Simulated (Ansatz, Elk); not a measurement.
**Bonding as seen by X-rays: YSc3**

The structure of YSc3 used here is made up (a known structure type with other elements) and was relaxed beforehand with PBEsol. The aim is the Fourier transform of its all-electron density, F(hkl), set beside the sum over free spherical atoms that refinements use.

Main program and level: Elk 11.2.3 (patched build); DFT, PBE, all-electron APW+lo, Dirac cores, scalar-relativistic bands, static density, no spin.

The structure was built from a prototype and need not be the compound's stable phase.

## 1. Set-up

The structure is cubic, space group Pm-3m (No. 221). The conventional cell has a = 4.663 Å, b = 4.663 Å, c = 4.663 Å, α = 90.00°, β = 90.00°, γ = 90.00°. Nearest to Y lie 12 Sc at 3.30 Å. Nearest to Sc lie 4 Y at 3.30 Å and 8 Sc at 3.30 Å. Farther neighbours are not listed.

## 2. Ground state and structure factors

An all-electron density is needed, since X-rays see the cores too. Task 0 finds the density and task 195 Fourier-transforms it; tshift is off so that phases refer to the origin typed.

File elk.in:

```
tasks
  0
  195

xctype
  20

spinpol
  .false.

rgkmax
  7.0

gmaxvr
  14.0

lmaxo
  7

lmaxapw
  8

swidth
  0.002

tshift
  .false.

ramdisk
  .false.

hmaxvr
  5.5

maxscl
  120

epspot
  1e-06

sppath
  './'

avec
  8.81121603228 -0.00000000000 0.00000000000
  -0.00000000000 8.81121603228 0.00000000000
  -0.00000000000 0.00000000000 8.81121603228

atoms
  2
  'Y.in'
  1
  0.0000000000 -0.0000000000 -0.0000000000   0.000000 0.000000 0.000000
  'Sc.in'
  3
  0.5000000000 0.0000000000 0.5000000000   0.000000 0.000000 0.000000
  0.5000000000 0.5000000000 0.0000000000   0.000000 0.000000 0.000000
  -0.0000000000 0.5000000000 0.5000000000   0.000000 0.000000 0.000000

ngridk
  5 5 5
```

Started as:

```
> OMP_NUM_THREADS=4 elk
```

Numbers of over 12 decimals in the logs are rounded to 6 here.

The log of the run:

```text
┌─────────────────────────┐
│ Elk code version 11.2.3 │
└─────────────────────────┘

All units are atomic (Hartree, Bohr, etc.)

┌─────────────────────────────────────────────────┐
│ Ground-state run starting from atomic densities │
└─────────────────────────────────────────────────┘

Lattice vectors :
   8.811216032      -0.000000000       0.000000000
  -0.000000000       8.811216032       0.000000000
  -0.000000000       0.000000000       8.811216032

Reciprocal lattice vectors :
  0.7130894628       0.000000000       0.000000000
   0.000000000      0.7130894628       0.000000000
  -0.000000000      -0.000000000      0.7130894628

Unit cell volume      :    684.0810311
Brillouin zone volume :   0.3626035545

Muffin-tin inner radius fraction :   0.1000000000E-01

Nuclei treated as point charges

Species : 1 (Y)
 parameters loaded from : Y.in
 name : yttrium
 nuclear charge    :   -39.00000000
 electronic charge :    39.00000000
 atomic mass :    162065.4503
 muffin-tin radius :    2.600000000
 number of radial points in muffin-tin :   1193
 inner part over the whole radius :   0.9871815862E-02
 number on inner part of muffin-tin    :    847
 approximate nuclear radius :   0.8135895711E-04
 number of mesh points to nuclear radius :    416
 atomic positions (lattice), magnetic fields (Cartesian) :
  1 :   0.00000000  0.00000000  0.00000000    0.00000000  0.00000000  0.00000000

Species : 2 (Sc)
 parameters loaded from : Sc.in
 name : scandium
 nuclear charge    :   -21.00000000
 electronic charge :    21.00000000
 atomic mass :    81949.61073
 muffin-tin radius :    2.400000000
 number of radial points in muffin-tin :    993
 inner part over the whole radius :   0.9898716403E-02
 number on inner part of muffin-tin    :    698
 approximate nuclear radius :   0.6711386133E-04
 number of mesh points to nuclear radius :    323
 atomic positions (lattice), magnetic fields (Cartesian) :
  1 :   0.50000000  0.00000000  0.50000000    0.00000000  0.00000000  0.00000000
  2 :   0.50000000  0.50000000  0.00000000    0.00000000  0.00000000  0.00000000
  3 :   0.00000000  0.50000000  0.50000000    0.00000000  0.00000000  0.00000000

Total number of atoms per unit cell :    4
Total muffin-tin volume :    247.3396840
 ratio of muffin-tin to unit cell volume :   0.3615648918

Spin treatment :
 spin-unpolarised

Number of Bravais lattice symmetries :   48
Number of crystal symmetries         :   48
Crystal has inversion symmetry
Real symmetric eigensolver will be used

k-point grid :      5     5     5
k-point offset :    0.000000000       0.000000000       0.000000000
k-point set is reduced with full crystal symmetry group
Total number of k-points :       10

Muffin-tin radius times maximum |G+k| :    7.000000000
 using average radius
Maximum |G+k| for APW functions       :    2.857142857
Maximum (1/2)|G+k|²                   :    4.081632653
Maximum |G| for potential and density :    14.00000000
Constant for pseudocharge density :    9
 order of it for each species :   16  16
 order of it for pair densities of each species (exact exchange by exxq0 0: 17) :   11   9
Radial integration step length :    1

G-vector grid sizes :     40    40    40
Number of G-vectors :    31559

Maximum angular momentum used for
 APW functions            :    8
 outer part of muffin-tin :    7
 inner part of muffin-tin :    2

Total nuclear charge    :   -102.0000000
Total core charge       :    58.00000000
Total valence charge    :    44.00000000
Total excess charge     :    0.000000000
Total electronic charge :    102.0000000

Effective Wigner radius, rₛ :    1.169875347

Number of empty states         :     16
Total number of valence states :     39
Total number of core states    :     58

Third-order local-orbitals added for an l without core states : T
Total number of local-orbitals :     67

Exchange-correlation functional :     20     0     0
 Perdew-Burke-Ernzerhof, Phys. Rev. Lett. 77, 3865 (1996)
 gradient requirement :    1
[...]
Madelung                    :     -6828.5937118025
 xc potential                :     -295.85123323460
 exchange                    :     -222.14241612941
 correlation                 :     -4.640546
 electron entropic           :    -0.31546483632875E-02
 total energy                :     -5679.1229526828

Density of states at Fermi energy :    250.8206378
 (states/Hartree/unit cell)

Estimated indirect band gap :   0.1686488952E-02
 from k-point 9 to k-point 6
Estimated direct band gap   :   0.2287929550E-02
 at k-point 9

Charges :
 core                        :    58.00000000
 valence                     :    44.00000000
 interstitial                :    8.083634559
 muffin-tins (core leakage)
  species : 1 (Y)
   atom 1                    :    36.94637049     (  0.8975191218E-05)
  species : 2 (Sc)
   atom 1                    :    18.98999832     ( -0.2162881696E-06)
[...]
total in muffin-tins        :    93.91636544
 total calculated charge     :    102.0001241
 total charge                :    102.0000000
 error                       :   0.1240811026E-03

RMS change in Kohn-Sham potential (target) :   0.2468138525     (  0.1000000000E-05)
Absolute change in total energy (target)   :   0.1277311386     (  0.1000000000E-03)

[... loops 3 to 14 left out ...]

┌──────────────────┐
│ Loop number : 15 │
└──────────────────┘

Energies :
 Fermi                       :     0.227080
 sum of occupied eigenvalues :     -3341.7244131750
 electron kinetic            :      5805.3058105293
 core electron kinetic       :      5580.5472252623
 Coulomb                     :     -11256.688136820
 Coulomb potential           :     -8852.2162609290
 nuclear-nuclear             :     -707.79883074025
 electron-nuclear            :     -12262.192552654
 Hartree                     :      1713.3032465742
 Madelung                    :     -6830.5800063556
 xc potential                :     -294.81396277537
 exchange                    :     -222.35576011133
 correlation                 :     -4.639497
 electron entropic           :    -0.33858081638993E-02
 total energy                :     -5678.3809690521

Density of states at Fermi energy :    275.5155060
 (states/Hartree/unit cell)

Estimated indirect band gap :   0.3595324964E-02
 from k-point 5 to k-point 5
Estimated direct band gap   :   0.3595324964E-02
 at k-point 5

Charges :
 core                        :    58.00000000
 valence                     :    44.00000000
 interstitial                :    7.779814088
 muffin-tins (core leakage)
  species : 1 (Y)
[...]
species : 2 (Sc)
[...]
total in muffin-tins        :    94.22018591
 total calculated charge     :    102.0001254
 total charge                :    102.0000000
 error                       :   0.1254244345E-03

RMS change in Kohn-Sham potential (target) :   0.1927473214E-06 (  0.1000000000E-05)
Absolute change in total energy (target)   :   0.9158865396E-05 (  0.1000000000E-03)

Convergence targets achieved

┌──────────────────┐
│ Loop number : 16 │
└──────────────────┘

Energies :
 Fermi                       :     0.227080
 sum of occupied eigenvalues :     -3341.7244173606
 electron kinetic            :      5805.3058040110
 core electron kinetic       :      5580.5472208285
 Coulomb                     :     -11256.688134288
 Coulomb potential           :     -8852.2162565477
 nuclear-nuclear             :     -707.79883074025
 electron-nuclear            :     -12262.192552451
 Hartree                     :      1713.3032489027
 Madelung                    :     -6830.5800060146
 xc potential                :     -294.81396482386
 exchange                    :     -222.35575995991
 correlation                 :     -4.639497
 electron entropic           :    -0.33858076444683E-02
 total energy                :     -5678.3809728810

Density of states at Fermi energy :    275.5154440
 (states/Hartree/unit cell)

Estimated indirect band gap :   0.3595329064E-02
 from k-point 5 to k-point 5
Estimated direct band gap   :   0.3595329064E-02
 at k-point 5

Charges :
 core                        :    58.00000000
 valence                     :    44.00000000
 interstitial                :    7.779813947
 muffin-tins (core leakage)
  species : 1 (Y)
[...]
species : 2 (Sc)
   atom 1                    :    19.10338080     ( -0.2163305659E-06)
   atom 2                    :    19.10338080     ( -0.2163305659E-06)
   atom 3                    :    19.10338080     ( -0.2163305659E-06)
 total in muffin-tins        :    94.22018605
 total calculated charge     :    102.0001254
 total charge                :    102.0000000
 error                       :   0.1254244367E-03

┌──────────────────────────────┐
│ Self-consistent loop stopped │
└──────────────────────────────┘

Wrote STATE.OUT
```

Wall time 15 s (4 threads of Arm Neoverse V2, shared host); peak memory 0.16 GiB.

SFACRHO.OUT:

```text

h k l indices transformed by vhmat matrix:
   1.000000000       0.000000000       0.000000000    
   0.000000000       1.000000000       0.000000000    
   0.000000000       0.000000000       1.000000000    

      h      k      l  multipl.   |H|            Re(F)            Im(F)           |F|

      0      0      0      1   0.0000000       102.00000     -0.21536951E-16   102.00000    
      0     -1      0      6  0.71308946       16.927353      0.11021760E-13   16.927353    
     -1      0      1     12   1.0084608       16.257016     -0.35350996E-14   16.257016    
      1      1      1      8   1.2351072       77.503869      0.29352642E-13   77.503869    
      0      0     -2      6   1.4261789       73.903706     -0.18647331E-13   73.903706    
     -1      0     -2     24   1.5945165       14.969264      0.15065220E-13   14.969264    
     -1      1     -2     24   1.7467053       14.613351      0.19992416E-13   14.613351    
      2      2      0     12   2.0169216       63.511289      0.31973901E-13   63.511289    
      2     -2      1     24   2.1392684       13.771440     -0.18095442E-13   13.771440    
      0      0      3      6   2.1392684       13.755746      0.83645351E-14   13.755746    
     -3      1      0     24   2.2549869       13.552943     -0.50608811E-14   13.552943    
     -1     -1     -3     24   2.3650502       57.913634     -0.35945929E-13   57.913634    
      2     -2     -2      8   2.4702144       56.409331     -0.13843953E-13   56.409331    
     -2     -3      0     24   2.5710806       12.982714     -0.17083915E-13   12.982714    
     -2      1      3     48   2.6681365       12.819053      0.13216891E-13   12.819053    
      4      0      0      6   2.8523579       51.393883      0.25008374E-13   51.393883    
      3      2     -2     24   2.9401432       12.345214     -0.15330103E-14   12.345214    
     -4      0     -1     24   2.9401432       12.353526      0.17787647E-14   12.353526
```

Elk indexes on the primitive cell of elk.in and gives |H| = 4π sin θ/λ in inverse bohr. Below, one row stands for each form hkl of the conventional cell (m members, Friedel mates merged), F is for one primitive cell and the density is static (no thermal factor). Free-atom factors are Waasmaier and Kirfel's, and R is Σm||F|−|F'||/Σm|F|.

| hkl | m | sin θ/λ (Å⁻¹) | abs F, DFT | neutral atoms | diff. |
| --- | --- | --- | --- | --- | --- |
| 100 | 6 | 0.107 | 16.927 | 16.896 | +0.032 |
| 110 | 12 | 0.152 | 16.257 | 16.214 | +0.043 |
| 111 | 8 | 0.186 | 77.504 | 77.926 | -0.422 |
| 200 | 6 | 0.214 | 73.904 | 74.173 | -0.269 |
| 210 | 24 | 0.240 | 14.969 | 14.926 | +0.044 |
| 211 | 24 | 0.263 | 14.613 | 14.591 | +0.023 |
| 220 | 12 | 0.303 | 63.511 | 63.388 | +0.124 |
| 221 | 24 | 0.322 | 13.771 | 13.771 | -0.000 |
| 300 | 6 | 0.322 | 13.756 | 13.771 | -0.016 |
| 310 | 24 | 0.339 | 13.553 | 13.549 | +0.004 |
| 311 | 24 | 0.356 | 57.914 | 57.836 | +0.078 |
| 222 | 8 | 0.371 | 56.409 | 56.307 | +0.102 |
| 320 | 24 | 0.387 | 12.983 | 12.981 | +0.002 |
| 321 | 48 | 0.401 | 12.819 | 12.816 | +0.003 |
| 400 | 6 | 0.429 | 51.394 | 51.356 | +0.038 |
| 322 | 24 | 0.442 | 12.345 | 12.366 | -0.021 |
| 410 | 24 | 0.442 | 12.354 | 12.366 | -0.012 |
| 411 | 24 | 0.455 | 12.186 | 12.226 | -0.040 |

## 3. The highest occupied states alone

An energy window below the Fermi level keeps the highest occupied states, to see at which angles they scatter; shallow core shells can lie inside it and anion s states outside. No new self-consistency is needed.

elk.in: that of step 2 with these lines changed.

```diff
@@ -1,3 +1,2 @@
 tasks
-  0
   195
@@ -40,2 +39,5 @@
 
+wsfac
+  -0.213910 0.527080
+
 sppath
```

Started as:

```
> OMP_NUM_THREADS=4 elk
```

The log of the run:

```text
┌─────────────────────────────────┐
│ Elk code version 11.2.3 started │
└─────────────────────────────────┘

Info(readinput): the functional depends on the density's gradient
 muffin-tin radial points multiplied by    2.00000
 (not where nrmtscf is given)

┌────────────────────┐
│ Current task : 195 │
└────────────────────┘

Info(sfacrho): density structure factors written to SFACRHO.OUT

 Energy window :  -0.2139100000      0.5270800000

┌──────────────────┐
│ Elk code stopped │
└──────────────────┘
```

Elapsed: 7.9 s, on 4 threads; peak memory 0.16 GiB; 9.1 s of CPU time.

States within 12 eV below the Fermi level hold 12.00 electrons; any levels below the window count with the cores. Their amplitudes can exceed the total, where window and core parts have opposite phase:

| hkl | sin θ/λ (Å⁻¹) | abs F, window | abs F, all |
| --- | --- | --- | --- |
| 100 | 0.107 | 0.267 | 16.927 |
| 110 | 0.152 | 0.270 | 16.257 |
| 111 | 0.186 | 0.932 | 77.504 |
| 200 | 0.214 | 0.769 | 73.904 |
| 210 | 0.240 | 0.125 | 14.969 |
| 211 | 0.263 | 0.131 | 14.613 |
| 220 | 0.303 | 0.728 | 63.511 |
| 221 | 0.322 | 0.130 | 13.771 |
| 300 | 0.322 | 0.147 | 13.756 |
| 310 | 0.339 | 0.116 | 13.553 |

## 4. Another functional

The difference from free atoms is small, so it is set against the change that PBEsol makes.

elk.in: that of step 3 with these lines changed.

```diff
@@ -1,2 +1,3 @@
 tasks
+  0
   195
@@ -4,3 +5,3 @@
 xctype
-  20
+  22
 
@@ -39,5 +40,2 @@
 
-wsfac
-  -0.213910 0.527080
-
 sppath
```

Started as:

```
> OMP_NUM_THREADS=4 elk
```

The log of the run:

```text
┌─────────────────────────┐
│ Elk code version 11.2.3 │
└─────────────────────────┘

All units are atomic (Hartree, Bohr, etc.)

┌─────────────────────────────────────────────────┐
│ Ground-state run starting from atomic densities │
└─────────────────────────────────────────────────┘

Lattice vectors :
   8.811216032      -0.000000000       0.000000000
  -0.000000000       8.811216032       0.000000000
  -0.000000000       0.000000000       8.811216032

Reciprocal lattice vectors :
  0.7130894628       0.000000000       0.000000000
[...]
valence                     :    44.00000000
 interstitial                :    7.777680539
 muffin-tins (core leakage)
  species : 1 (Y)
[...]
species : 2 (Sc)
[...]
atom 2                    :    19.10344989     ( -0.2162801902E-06)
   atom 3                    :    19.10344989     ( -0.2162801902E-06)
 total in muffin-tins        :    94.22231946
 total calculated charge     :    102.0001256
 total charge                :    102.0000000
 error                       :   0.1255778311E-03

┌──────────────────────────────┐
│ Self-consistent loop stopped │
└──────────────────────────────┘

Wrote STATE.OUT
[key lines of the parts left out:]
total energy                :     -5673.7199044960
```

Wall time 15 s (4 threads); peak memory 0.16 GiB; 29 s of CPU time.

Against the first run R = 0.03 %; the largest change is -0.030 at 220.

## 5. Basis size

The basis and the expansions that go with it are enlarged, to see whether the differences are converged.

elk.in: that of step 4 with these lines changed.

```diff
@@ -5,3 +5,3 @@
 xctype
-  22
+  20
 
@@ -11,12 +11,12 @@
 rgkmax
-  7.0
+  8.5
 
 gmaxvr
-  14.0
+  18.0
 
 lmaxo
-  7
+  9
 
 lmaxapw
-  8
+  10
```

Started as:

```
> OMP_NUM_THREADS=4 elk
```

The log of the run:

```text
┌─────────────────────────┐
│ Elk code version 11.2.3 │
└─────────────────────────┘

All units are atomic (Hartree, Bohr, etc.)

┌─────────────────────────────────────────────────┐
│ Ground-state run starting from atomic densities │
└─────────────────────────────────────────────────┘

Lattice vectors :
   8.811216032      -0.000000000       0.000000000
  -0.000000000       8.811216032       0.000000000
  -0.000000000       0.000000000       8.811216032

Reciprocal lattice vectors :
  0.7130894628       0.000000000       0.000000000
[...]
valence                     :    44.00000000
 interstitial                :    7.748209451
 muffin-tins (core leakage)
  species : 1 (Y)
[...]
species : 2 (Sc)
[...]
atom 2                    :    19.11238068     ( -0.2163285497E-06)
   atom 3                    :    19.11238068     ( -0.2163285497E-06)
 total in muffin-tins        :    94.25179055
 total calculated charge     :    101.9999893
 total charge                :    102.0000000
 error                       :   0.1066603652E-04

┌──────────────────────────────┐
│ Self-consistent loop stopped │
└──────────────────────────────┘

Wrote STATE.OUT
[key lines of the parts left out:]
total energy                :     -5678.3930858502
```

It took 35 s on 4 threads; peak memory 0.34 GiB.

Against the first run R = 0.01 %; the largest change is -0.018 at 400.

## 6. Basis size

A smaller basis shows how fast F responds to it; the change is likely larger than the basis error of the first run, but doesn't show convergence.

elk.in: that of step 5 with these lines changed.

```diff
@@ -11,12 +11,12 @@
 rgkmax
-  8.5
+  5.5
 
 gmaxvr
-  18.0
+  14.0
 
 lmaxo
-  9
+  7
 
 lmaxapw
-  10
+  8
```

Started as:

```
> OMP_NUM_THREADS=4 elk
```

The log of the run:

```text
┌─────────────────────────┐
│ Elk code version 11.2.3 │
└─────────────────────────┘

All units are atomic (Hartree, Bohr, etc.)

┌─────────────────────────────────────────────────┐
│ Ground-state run starting from atomic densities │
└─────────────────────────────────────────────────┘

Lattice vectors :
   8.811216032      -0.000000000       0.000000000
  -0.000000000       8.811216032       0.000000000
  -0.000000000       0.000000000       8.811216032

Reciprocal lattice vectors :
  0.7130894628       0.000000000       0.000000000
[...]
valence                     :    44.00000000
 interstitial                :    7.978916160
 muffin-tins (core leakage)
  species : 1 (Y)
[...]
species : 2 (Sc)
[...]
atom 2                    :    19.04994761     ( -0.2163337385E-06)
   atom 3                    :    19.04994761     ( -0.2163337385E-06)
 total in muffin-tins        :    94.02108384
 total calculated charge     :    102.0000907
 total charge                :    102.0000000
 error                       :   0.9070868778E-04

┌──────────────────────────────┐
│ Self-consistent loop stopped │
└──────────────────────────────┘

Wrote STATE.OUT
[key lines of the parts left out:]
total energy                :     -5678.2780285548
```

It took 14 s on 4 threads; peak memory 0.16 GiB.

Against the first run R = 0.02 %; the largest change is -0.094 at 111.

## 7. Settings against the effect

| run | R against the first run (%) | R against neutral atoms, low angle (%) | wall time |
| --- | --- | --- | --- |
| PBE, rgkmax 7 | 0.00 | 0.35 | 15 s |
| PBEsol | 0.03 | 0.37 | 15 s |
| rgkmax 8.5 with larger expansions | 0.01 | 0.34 | 35 s |
| rgkmax 5.5 | 0.02 | 0.43 | 14 s |

## 8. What came out

```
R against neutral atoms, sin θ/λ < 0.3 Å⁻¹ : 0.35 %
R against neutral atoms, 0.3 to 0.82 Å⁻¹   : 0.17 %
```

What this shows: Independent neutral atoms miss the calculated amplitudes by R = 0.35 % below 0.3 Å⁻¹ and 0.17 % from there to 0.82 Å⁻¹; by shells, 0.19 % below 0.15 Å⁻¹ (1 form), 0.36 % 0.15 to 0.3 (5 forms), 0.11 % 0.3 to 0.45 (11 forms), 0.18 % above 0.45 (57 forms). Bonding, aspherical density and the tables' own atoms all enter these figures, and the runs don't part them. The largest change of an amplitude is -0.42 electrons, at 111. The window's part falls from 12.0 electrons at the origin to at most 0.21 between 0.45 and 0.82 Å⁻¹. Below 0.3 Å⁻¹ the changes that finished (PBEsol, rgkmax 8.5 with larger expansions and rgkmax 5.5) move F by R = 0.08 % at most, against the 0.35 % that separates it from free atoms. The k-mesh has no finished test. Part of the difference isn't bonding: the tables are fits to free atoms and ions calculated by other methods than this functional. Thermal motion, anomalous dispersion and extinction are left out.

[Logs are printed without paths, hosts, clocks, repeated set-up lines and the standing remarks that a program may print on its own settings, such as how far it seeks lower states.]

[Hosts, paths, dates, database ids (printed as entryN), source tags and the programs' standing remarks are cut or masked in the printed files.]
